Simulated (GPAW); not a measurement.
Consider NaAsF6 (R-3).

```
As Na F
1.0
     2.54832    1.47127    4.70729
    -2.54832    1.47127    4.70729
     0.00000   -2.94254    4.70729
As Na F
1 1 6
Direct
  0.00000 0.00000 0.00000
  0.50000 0.50000 0.50000
  0.34813 0.79001 0.07607
  0.07607 0.34813 0.79001
  0.79001 0.07607 0.34813
  0.65187 0.20999 0.92393
  0.92393 0.65187 0.20999
  0.20999 0.92393 0.65187
```

Absorber: atom 2, with 6 F at 2.28 Å (octahedral, site symmetry -3). Method: GPAW, LDA, full core hole (charged cell), 8-atom cell with 5.1 Å between holes, 6×6×6 k points, dipole transitions, Gaussian full width 0.9 eV up to 4 eV, rising linearly to 3.5 eV at 25 eV.

**Question.** What does the Na K edge look like?

Main maxima up to 24 eV above the zero (height): 1.3 eV (0.19), 6.4 eV (2.66), 8.6 eV (2.08) and 12.7 eV (1.39). A K edge sees empty p states on the absorber. The total-energy difference plus the lowest empty eigenvalue puts the zero at 1075.28 eV. One term is added: -11.92 eV, since the hole is spin-paired here and a spin-polarised one costs that much less in the free atom (computed apart). The photon energy is then 1063.36 eV. The tabulated edge of the element is 1070.8 eV. The functional and the charged cell's background leave an error in such absolute values: in the free atom LDA prices this hole 5.9 eV below PBE (computed apart), and PBE is itself good to a few eV.

The Na K spectrum (energy from the lowest empty level; intensity scaled to a mean of 1 over the first 20 eV; polarised curves are means over the symmetry-equivalent atoms):

| E (eV) | isotropic | ε ⊥ c | ε ∥ c |
| --- | --- | --- | --- |
| -2.0 | 0.00 | 0.00 | 0.00 |
| -1.5 | 0.00 | 0.00 | 0.00 |
| -1.0 | 0.00 | 0.00 | 0.00 |
| -0.5 | 0.00 | 0.00 | 0.00 |
| 0.0 | 0.01 | 0.01 | 0.01 |
| 0.5 | 0.05 | 0.06 | 0.05 |
| 1.0 | 0.16 | 0.18 | 0.13 |
| 1.5 | 0.16 | 0.18 | 0.13 |
| 2.0 | 0.04 | 0.04 | 0.03 |
| 2.5 | 0.00 | 0.00 | 0.00 |
| 3.0 | 0.00 | 0.00 | 0.00 |
| 3.5 | 0.03 | 0.03 | 0.02 |
| 4.0 | 0.06 | 0.07 | 0.03 |
| 4.5 | 0.06 | 0.07 | 0.03 |
| 5.0 | 0.27 | 0.35 | 0.10 |
| 5.5 | 1.13 | 1.37 | 0.65 |
| 6.0 | 2.28 | 2.46 | 1.91 |
| 6.5 | 2.66 | 2.53 | 2.92 |
| 7.0 | 2.28 | 2.03 | 2.79 |
| 7.5 | 1.88 | 1.70 | 2.25 |
| 8.0 | 1.90 | 1.83 | 2.04 |
| 8.5 | 2.07 | 2.14 | 1.94 |
| 9.0 | 2.00 | 2.20 | 1.61 |
| 9.5 | 1.68 | 1.91 | 1.20 |
| 10.0 | 1.29 | 1.46 | 0.96 |
| 10.5 | 1.01 | 1.07 | 0.87 |
| 11.0 | 0.91 | 0.91 | 0.91 |
| 11.5 | 1.02 | 0.95 | 1.16 |
| 12.0 | 1.23 | 1.04 | 1.60 |
| 12.5 | 1.37 | 1.06 | 2.00 |
| 13.0 | 1.37 | 1.02 | 2.09 |
| 13.5 | 1.27 | 0.98 | 1.85 |
| 14.0 | 1.15 | 0.99 | 1.49 |
| 14.5 | 1.06 | 1.00 | 1.19 |
| 15.0 | 0.99 | 0.99 | 0.99 |
| 15.5 | 0.94 | 0.99 | 0.85 |
| 16.0 | 0.93 | 1.01 | 0.77 |
| 16.5 | 0.94 | 1.05 | 0.72 |
| 17.0 | 0.95 | 1.09 | 0.68 |
| 17.5 | 0.95 | 1.10 | 0.65 |
| 18.0 | 0.93 | 1.08 | 0.62 |
| 18.5 | 0.88 | 1.02 | 0.61 |
| 19.0 | 0.83 | 0.94 | 0.60 |
| 19.5 | 0.76 | 0.85 | 0.59 |
| 20.0 | 0.69 | 0.75 | 0.58 |
| 20.5 | 0.62 | 0.65 | 0.56 |
| 21.0 | 0.55 | 0.55 | 0.53 |
| 21.5 | 0.48 | 0.48 | 0.48 |
| 22.0 | 0.42 | 0.42 | 0.43 |
| 22.5 | 0.37 | 0.38 | 0.37 |
| 23.0 | 0.34 | 0.35 | 0.32 |
| 23.5 | 0.31 | 0.32 | 0.28 |
| 24.0 | 0.29 | 0.31 | 0.26 |
| 24.5 | 0.29 | 0.30 | 0.26 |
| 25.0 | 0.28 | 0.29 | 0.27 |
| 25.5 | 0.29 | 0.28 | 0.30 |
| 26.0 | 0.29 | 0.28 | 0.33 |
| 26.5 | 0.30 | 0.28 | 0.36 |
| 27.0 | 0.32 | 0.28 | 0.40 |
| 27.5 | 0.34 | 0.28 | 0.44 |
| 28.0 | 0.35 | 0.29 | 0.47 |
| 28.5 | 0.37 | 0.30 | 0.49 |
| 29.0 | 0.37 | 0.31 | 0.50 |
| 29.5 | 0.38 | 0.32 | 0.49 |
| 30.0 | 0.37 | 0.32 | 0.47 |
| 30.5 | 0.36 | 0.32 | 0.43 |
| 31.0 | 0.34 | 0.32 | 0.39 |
| 31.5 | 0.33 | 0.32 | 0.35 |
| 32.0 | 0.32 | 0.31 | 0.32 |

The holes are only 5.1 Å apart, so the shape is probably not converged with cell size; no larger cell was run here. The mesh is coarse (0.28 Å⁻¹ between points), so small maxima may be mesh ripples. The structure is a computed Materials Project entry and may be a hypothetical form.

[Banner, clock and machine lines of the logs are left out without a mark of their own.]

[Logs are printed without paths, hosts, clocks, repeated set-up lines and the standing remarks that a program may print on its own settings, such as how far it seeks lower states.]

[Hosts, paths, dates, database ids (printed as entryN), source tags and the programs' standing remarks are cut or masked in the printed files.]

[Lists of maxima count a maximum above −3 eV only where it reaches 4 % of the highest in the window and stands out from its surroundings by 2 % of it (1.5 % where it reaches 55 %); shoulders and weaker maxima are passed over, and of the rest the first, up to two pre-edge ones and the few strongest are named.]
